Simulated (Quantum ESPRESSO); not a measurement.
# Calculated records

```
KNiF3: energy against a fixed spin moment
1.0
     4.00000    0.00000    0.00000
     0.00000    4.00000    0.00000
     0.00000    0.00000    4.00000
K Ni F
1 1 3
Direct
  0.00000 0.00000 0.00000
  0.50000 0.50000 0.50000
  0.50000 0.50000 0.00000
  0.00000 0.50000 0.50000
  0.50000 0.00000 0.50000
# method: LDA with U = 4.8 eV on Ni d (ortho-atomic projectors); plane waves with GBRV 1.5 LDA potentials, no spin-orbit coupling (and 1 further level or step)
# program: Quantum ESPRESSO 7.5
# settings of one run: GBRV 1.5 LDA, cutoff 544.23 eV, 6×6×6 k-mesh, 34 bands, fermi-dirac occupations, smearing width 0.1 eV, collinear spin, SCF threshold 1.00e-8, Hubbard form dudarev, Hubbard projectors ortho-atomic, starting moments 0 2 0 0 0 μB
# cost: 12 runs, 5.3 min in all on 2 MPI ranks of Arm Neoverse V1, shared host (the runs of this entry)
# notes: The database entry behind the starting cell differs from later determinations by our own check (about 0.35 % short). The run is spin-polarised, with a total moment of 2.00 μB a cell (absolute 2.03). The cell holds one seeded atom, so opposed orders, which may lie lower, cannot form in it.
# moment of the free run: 2.00 μB a cell
# energy at zero total moment: 1696 meV a cell over the lowest
```

[Logs and program files are shortened in this print: banners, set-up blocks, solver, clock and traceback lines can be left out without a mark of their own.]

[Logs are printed without paths, hosts, clocks, repeated set-up lines and the standing remarks that a program may print on its own settings, such as how far it seeks lower states.]

[Hosts, paths, dates, database ids (printed as entryN), source tags and the programs' standing remarks are cut or masked in the printed files.]

[Where a cell is said to come from a database of computed structures, the database is the Materials Project.]
